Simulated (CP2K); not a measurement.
The N K edge of piperazine was computed by TDDFT (CP2K XAS_TDP, aug-cc-pVDZ, TDA) at these levels: PBE0, PBEh(45%) and PBEh(45%) + GW2X. The first three lines of N3 (bonded to 2 C and H) with a strength over 0.0015, energy in eV and strength:

| run | first | second | third |
| --- | --- | --- | --- |
| 1 | 390.13 (0.006) | 392.17 (0.005) | 392.81 (0.002) |
| 2 | 402.86 (0.014) | 404.38 (0.002) | 404.58 (0.003) |
| 3 | 397.76 (0.015) | 399.29 (0.002) | 399.48 (0.003) |

**Question.** Which run is which?

Run 1: PBE0 (25 % exact exchange). Run 2: PBEh(45%) + GW2X (45 % exact exchange). Run 3: PBEh(45%) (45 % exact exchange). Self-interaction lifts the core level, so the uncorrected lines rise with the share of exact exchange. The GW2X run keeps the spacings of its parent: 1.52 eV between the first two lines in run 2, 1.53 eV in run 3. Its shift is +5.10 eV, since the Kohn–Sham level at this share of exchange lies that far above the quasiparticle level.

[Hosts, paths, dates, database ids (printed as entryN), source tags and the programs' standing remarks are cut or masked in the printed files.]
